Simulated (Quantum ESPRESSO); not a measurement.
# LaCoPO: magnetism against volume

Aim: follow moments and order energies of LaCoPO with volume.

Calculated with Quantum ESPRESSO 7.5; PBE; plane waves with GBRV 1.5 PBE potentials, no spin-orbit coupling.

## 1. Set-up

Symmetry: P4/nmm, No. 129, tetragonal system. The conventional cell has a = 3.991 Å, b = 3.991 Å, c = 8.265 Å, α = 90.00°, β = 90.00°, γ = 90.00°. Nearest to La lie 4 O at 2.36 Å. Nearest to Co lie 4 P at 2.22 Å. P has 4 Co at 2.22 Å nearest. Nearest to O lie 4 La at 2.36 Å. Farther neighbours and most contacts between anions are not listed.

As a file:

```cif
data_structure
_symmetry_space_group_name_H-M 'P 1'
_symmetry_Int_Tables_number 1
_cell_length_a 3.9913
_cell_length_b 3.9913
_cell_length_c 8.2649
_cell_angle_alpha 90.000
_cell_angle_beta 90.000
_cell_angle_gamma 90.000
_cell_volume 131.66
loop_
_atom_site_label
_atom_site_type_symbol
_atom_site_fract_x
_atom_site_fract_y
_atom_site_fract_z
_atom_site_occupancy
La1 La 0.00000 0.50000 0.84687 1
La2 La 0.50000 0.00000 0.15313 1
Co3 Co 0.50000 0.50000 0.50000 1
Co4 Co 0.00000 0.00000 0.50000 1
P5 P 0.50000 0.00000 0.61837 1
P6 P 0.00000 0.50000 0.38163 1
O7 O 0.00000 0.00000 0.00000 1
O8 O 0.50000 0.50000 0.00000 1
```

The cell comes from Materials Project 2023-11-01, a database of computed structures, and need not be the stable phase.

## 2. Volume 0.92, ferro ++

All lengths scale alike; the factor is that of the volume. Atoms keep their fractional places. Seeded atoms are those given a starting moment.

Contents of pw.in:

```
&CONTROL
  calculation = 'scf'
  prefix = 'pwscf'
  outdir = './tmp'
  pseudo_dir = './pseudo'
  disk_io = 'nowf'
  tprnfor = .true.
  tstress = .true.
/
&SYSTEM
  ibrav = 0
  nat = 8
  ntyp = 4
  ecutwfc = 40
  ecutrho = 280
  nbnd = 53
  occupations = 'smearing'
  smearing = 'fd'
  degauss = 0.00367493
  nspin = 2
  starting_magnetization(1) = 0
  starting_magnetization(2) = 0.1176
  starting_magnetization(3) = 0
  starting_magnetization(4) = 0
/
&ELECTRONS
  conv_thr = 1.6d-08
  electron_maxstep = 150
  mixing_beta = 0.3
/
ATOMIC_SPECIES
La    138.9055 la_pbe_v1.uspp.F.UPF
Co     58.9332 co_pbe_v1.2.uspp.F.UPF
P      30.9738 p_pbe_v1.5.uspp.F.UPF
O      15.9990 o_pbe_v1.2.uspp.F.UPF
CELL_PARAMETERS bohr
   7.3356352243    0.0000000000    0.0000000000
   0.0000000000    7.3356352243    0.0000000000
   0.0000000000    0.0000000000   15.1903266269
ATOMIC_POSITIONS crystal
La      0.0000000000    0.5000000000    0.8468680000
La      0.5000000000    0.0000000000    0.1531320000
Co      0.5000000000    0.5000000000    0.5000000000
Co      0.0000000000    0.0000000000    0.5000000000
P       0.5000000000    0.0000000000    0.6183690000
P       0.0000000000    0.5000000000    0.3816310000
O       0.0000000000    0.0000000000    0.0000000000
O       0.5000000000    0.5000000000    0.0000000000
K_POINTS automatic
8 8 4 0 0 0
```

The run is started by

```bash
> OMP_NUM_THREADS=1 mpirun -n 4 pw.x -nk 4 -in pw.in > pw.out
```

The log of the run:

```text
Program PWSCF v.7.5 starts

     Message from routine setup:
     using ibrav=0 with symmetry is DISCOURAGED, use correct ibrav instead

     K-points division:     npool     =       4
     Subspace diagonalization in iterative solution of the eigenvalue problem:

     bravais-lattice index     =            0
     lattice parameter (alat)  =       7.3356  a.u.
     unit-cell volume          =     817.4149 (a.u.)^3
     number of atoms/cell      =            8
     number of atomic types    =            4
     number of electrons       =        78.00
     number of Kohn-Sham states=           53
     kinetic-energy cutoff     =      40.0000  Ry
     charge density cutoff     =     280.0000  Ry
     scf convergence threshold =      1.6E-08
     mixing beta               =       0.3000
     number of iterations used =            8  plain     mixing
     Exchange-correlation= SLA  PW   PBE  PBE
                           (   1   4   3   4   0   0   0)

     celldm(1)=   7.335635  celldm(2)=   0.000000  celldm(3)=   0.000000
     celldm(4)=   0.000000  celldm(5)=   0.000000  celldm(6)=   0.000000

     crystal axes: (cart. coord. in units of alat)
               a(1) = (   1.000000   0.000000   0.000000 )
               a(2) = (   0.000000   1.000000   0.000000 )
               a(3) = (   0.000000   0.000000   2.070758 )

     reciprocal axes: (cart. coord. in units 2 pi/alat)
               b(1) = (  1.000000  0.000000  0.000000 )
               b(2) = (  0.000000  1.000000  0.000000 )
               b(3) = (  0.000000  0.000000  0.482915 )

     PseudoPot. # 1 for La read from file:
     la_pbe_v1.uspp.F.UPF
     Pseudo is Ultrasoft + core correction, Zval = 11.0

     PseudoPot. # 2 for Co read from file:
     co_pbe_v1.2.uspp.F.UPF
     Pseudo is Ultrasoft + core correction, Zval = 17.0

     PseudoPot. # 3 for P  read from file:
     p_pbe_v1.5.uspp.F.UPF
     Pseudo is Ultrasoft + core correction, Zval =  5.0

     PseudoPot. # 4 for O  read from file:
     o_pbe_v1.2.uspp.F.UPF
     Pseudo is Ultrasoft + core correction, Zval =  6.0

     atomic species   valence    mass     pseudopotential
     La               11.00   138.90550     La( 1.00)
     Co               17.00    58.93320     Co( 1.00)
     P                 5.00    30.97380     P ( 1.00)
     O                 6.00    15.99900     O ( 1.00)

     Starting magnetic structure
     atomic species   magnetization
     La              0.000
     Co              0.118
     P               0.000
     O               0.000

     16 Sym. Ops., with inversion, found ( 8 have fractional translation)

   Cartesian axes

     site n.     atom                  positions (alat units)
         1        La     tau(   1) = (   0.0000000   0.5000000   1.7536588  )
         2        La     tau(   2) = (   0.5000000   0.0000000   0.3170993  )
         3        Co     tau(   3) = (   0.5000000   0.5000000   1.0353791  )
         4        Co     tau(   4) = (   0.0000000   0.0000000   1.0353791  )
         5        P      tau(   5) = (   0.5000000   0.0000000   1.2804927  )
         6        P      tau(   6) = (   0.0000000   0.5000000   0.7902655  )
         7        O      tau(   7) = (   0.0000000   0.0000000   0.0000000  )
         8        O      tau(   8) = (   0.5000000   0.5000000   0.0000000  )

     number of k points=    45  Fermi-Dirac smearing, width (Ry)=  0.0037
                       cart. coord. in units 2pi/alat
        k(    1) = (   0.0000000   0.0000000   0.0000000), wk =   0.0039062
        k(    2) = (   0.0000000   0.0000000   0.1207287), wk =   0.0078125
        k(    3) = (   0.0000000   0.0000000  -0.2414575), wk =   0.0039062
        k(    4) = (   0.0000000   0.1250000   0.0000000), wk =   0.0156250
        k(    5) = (   0.0000000   0.1250000   0.1207287), wk =   0.0312500
        [... 40 further k-points ...]

     Dense  grid:    64737 G-vectors     FFT dimensions: (  40,  40,  81)

     Smooth grid:    27829 G-vectors     FFT dimensions: (  30,  30,  64)

     Check: negative core charge=   -0.000014
     Generating pointlists ...
     new r_m :   0.2442 (alat units)  1.7916 (a.u.) for type    1
     new r_m :   0.2297 (alat units)  1.6850 (a.u.) for type    2
     new r_m :   0.2297 (alat units)  1.6850 (a.u.) for type    3
     new r_m :   0.2442 (alat units)  1.7916 (a.u.) for type    4

     Initial potential from superposition of free atoms

     starting charge      75.9355, renormalised to      78.0000

     negative rho (up, down):  7.088E-02 7.089E-02
     Starting wfcs are   82 randomized atomic wfcs

     Self-consistent Calculation

     iteration #  1     ecut=    40.00 Ry     beta= 0.30
     Davidson diagonalization with overlap
     ethr =  1.00E-02,  avg # of iterations =  3.4

     negative rho (up, down):  6.588E-02 6.581E-02

     total energy              =    -897.38783416 Ry
     estimated scf accuracy    <       5.02121328 Ry

     total magnetization       =     2.50 Bohr mag/cell
     absolute magnetization    =     2.75 Bohr mag/cell

     iteration #  2     ecut=    40.00 Ry     beta= 0.30
     Davidson diagonalization with overlap
     ethr =  6.44E-03,  avg # of iterations =  2.6

     negative rho (up, down):  6.475E-02 6.469E-02

     total energy              =    -897.36965996 Ry
     estimated scf accuracy    <       8.93480063 Ry

     total magnetization       =     0.46 Bohr mag/cell
     absolute magnetization    =     0.70 Bohr mag/cell

     [... further iterations left out ...]

     iteration # 17     ecut=    40.00 Ry     beta= 0.30
     Davidson diagonalization with overlap
     ethr =  2.33E-11,  avg # of iterations =  6.1

     negative rho (up, down):  4.646E-02 4.654E-02

     total energy              =    -898.57185972 Ry
     estimated scf accuracy    <       0.00000006 Ry

     total magnetization       =     1.06 Bohr mag/cell
     absolute magnetization    =     1.14 Bohr mag/cell

     iteration # 18     ecut=    40.00 Ry     beta= 0.30
     Davidson diagonalization with overlap
     ethr =  2.33E-11,  avg # of iterations =  4.1

     negative rho (up, down):  4.646E-02 4.654E-02

     Magnetic moment per site  (integrated on atomic sphere of radius R)
     atom   1 (R=0.244)  charge=  5.9368  magn=  0.0012
     atom   2 (R=0.244)  charge=  5.9368  magn=  0.0012
     atom   3 (R=0.230)  charge= 14.9882  magn=  0.5173
     atom   4 (R=0.230)  charge= 14.9882  magn=  0.5173
     atom   5 (R=0.230)  charge=  2.4164  magn=  0.0012
     atom   6 (R=0.230)  charge=  2.4164  magn=  0.0012
     atom   7 (R=0.244)  charge=  6.2271  magn=  0.0006
     atom   8 (R=0.244)  charge=  6.2271  magn=  0.0006

     End of self-consistent calculation

     [... lines left out ...]
     the Fermi energy is    13.7441 ev

!    total energy              =    -898.57185974 Ry
     estimated scf accuracy    <          4.8E-10 Ry
     smearing contrib. (-TS)   =      -0.00215082 Ry
     internal energy E=F+TS    =    -898.56970892 Ry

     The total energy is F=E-TS. E is the sum of the following terms:
     one-electron contribution =    -570.50951250 Ry
     hartree contribution      =     331.71206199 Ry
     xc contribution           =    -191.40681886 Ry
     ewald contribution        =    -468.36543955 Ry

     total magnetization       =     1.06 Bohr mag/cell
     absolute magnetization    =     1.14 Bohr mag/cell

     convergence has been achieved in  18 iterations

     negative rho (up, down):  4.646E-02 4.654E-02

     Forces acting on atoms (cartesian axes, Ry/au):

     atom    1 type  1   force =     0.00000000    0.00000000   -0.03964658
     atom    2 type  1   force =     0.00000000    0.00000000    0.03964658
     atom    3 type  2   force =     0.00000000    0.00000000    0.00000000
     atom    4 type  2   force =     0.00000000    0.00000000    0.00000000
     atom    5 type  3   force =     0.00000000    0.00000000    0.06034504
     atom    6 type  3   force =     0.00000000    0.00000000   -0.06034504
     atom    7 type  4   force =     0.00000000    0.00000000    0.00000000
     atom    8 type  4   force =     0.00000000    0.00000000    0.00000000

     Total force =     0.102111     Total SCF correction =     0.000011

     Computing stress (Cartesian axis) and pressure

     negative rho (up, down):  4.646E-02 4.654E-02
          total   stress  (Ry/bohr**3)                   (kbar)     P=      143.82
   0.00098519   0.00000000   0.00000000          144.93        0.00        0.00
   0.00000000   0.00098519   0.00000000            0.00      144.93        0.00
   0.00000000   0.00000000   0.00096261            0.00        0.00      141.61

=------------------------------------------------------------------------------=
   JOB DONE.
=------------------------------------------------------------------------------=
```

Wall time 3.4 min (4 MPI ranks of Arm Neoverse V1, shared host); peak memory 1.3 GiB.

Spin moment in the atom's sphere by atom:

```
atom  spin moment in the atom's sphere (μB)
 La1                                  0.001
 La2                                  0.001
 Co3                                  0.517
 Co4                                  0.517
  P5                                  0.001
  P6                                  0.001
  O7                                  0.001
  O8                                  0.001
```

This step gave:

```
smearing term TS       : 0.02926 eV
pressure               : 14.38 GPa
magnetization          : 1.064 μB
absolute magnetization : 1.136 μB
final state            : ferromagnetic
```

## 3. Volume 0.92, antiferro +-

pw.in, as its differences from that of step 2:

```diff
@@ -12,6 +12,6 @@
   nat = 8
-  ntyp = 4
+  ntyp = 5
   ecutwfc = 40
   ecutrho = 280
-  nbnd = 53
+  nbnd = 51
   occupations = 'smearing'
@@ -22,4 +22,5 @@
   starting_magnetization(2) = 0.1176
-  starting_magnetization(3) = 0
+  starting_magnetization(3) = -0.1176
   starting_magnetization(4) = 0
+  starting_magnetization(5) = 0
 /
@@ -32,3 +33,4 @@
 La    138.9055 la_pbe_v1.uspp.F.UPF
-Co     58.9332 co_pbe_v1.2.uspp.F.UPF
+Co1    58.9332 co_pbe_v1.2.uspp.F.UPF
+Co2    58.9332 co_pbe_v1.2.uspp.F.UPF
 P      30.9738 p_pbe_v1.5.uspp.F.UPF
@@ -42,4 +44,4 @@
 La      0.5000000000    0.0000000000    0.1531320000
-Co      0.5000000000    0.5000000000    0.5000000000
-Co      0.0000000000    0.0000000000    0.5000000000
+Co1     0.5000000000    0.5000000000    0.5000000000
+Co2     0.0000000000    0.0000000000    0.5000000000
 P       0.5000000000    0.0000000000    0.6183690000
```

The log of the run:

```text
     [... lines left out ...]
Program PWSCF v.7.5 starts
     [... lines left out ...]
     number of atoms/cell      =            8
     [... lines left out ...]
     number of electrons       =        78.00
     number of Kohn-Sham states=           51
     kinetic-energy cutoff     =      40.0000  Ry
     charge density cutoff     =     280.0000  Ry
     scf convergence threshold =      1.6E-08
     [... lines left out ...]
      8 Sym. Ops. (no inversion) found
     [... lines left out ...]
     number of k points=    45  Fermi-Dirac smearing, width (Ry)=  0.0037
     [... lines left out ...]
     iteration # 26     ecut=    40.00 Ry     beta= 0.30
     [... lines left out ...]
     Magnetic moment per site  (integrated on atomic sphere of radius R)
     atom   1 (R=0.244)  charge=  5.9365  magn= -0.0000
     atom   2 (R=0.244)  charge=  5.9365  magn= -0.0000
     atom   3 (R=0.230)  charge= 14.9965  magn= -0.0007
     atom   4 (R=0.230)  charge= 14.9966  magn=  0.0002
     atom   5 (R=0.230)  charge=  2.4147  magn=  0.0000
     atom   6 (R=0.230)  charge=  2.4147  magn=  0.0000
     atom   7 (R=0.244)  charge=  6.2270  magn= -0.0000
     atom   8 (R=0.244)  charge=  6.2270  magn=  0.0000
     [... lines left out ...]
     the Fermi energy is    13.7014 ev
!    total energy              =    -898.57090176 Ry
     estimated scf accuracy    <          8.4E-09 Ry
     smearing contrib. (-TS)   =      -0.00276622 Ry
     [... lines left out ...]
     total magnetization       =    -0.00 Bohr mag/cell
     absolute magnetization    =     0.00 Bohr mag/cell
     convergence has been achieved in  26 iterations
     [... lines left out ...]
     Total force =     0.094883     Total SCF correction =     0.000041
     [... lines left out ...]
          total   stress  (Ry/bohr**3)                   (kbar)     P=      141.62
     [... lines left out ...]
```

Run time: 4.5 min. Hardware: 4 MPI ranks; peak memory 1.3 GiB; 18 min of CPU time.

Spin moment in the atom's sphere by atom:

```
atom  spin moment in the atom's sphere (μB)
 La1                                 0.0000
 La2                                 0.0000
 Co3                                -0.0007
 Co4                                 0.0002
  P5                                 0.0000
  P6                                 0.0000
  O7                                 0.0000
  O8                                 0.0000
```

This step gave:

| Property | Result |
| --- | --- |
| smearing term TS | 0.03764 eV |
| pressure | 14.16 GPa |
| magnetization | 0 μB |
| absolute magnetization | 0 μB |
| final state | non-magnetic |

(Continued in part 2 of 2.)

[Logs and program files are shortened in this print: banners, set-up blocks, solver, clock and traceback lines can be left out without a mark of their own.]

[Logs are printed without paths, hosts, clocks, repeated set-up lines and the standing remarks that a program may print on its own settings, such as how far it seeks lower states.]

[Hosts, paths, dates, database ids (printed as entryN), source tags and the programs' standing remarks are cut or masked in the printed files.]

[Where a cell is said to come from a database of computed structures, the database is the Materials Project.]
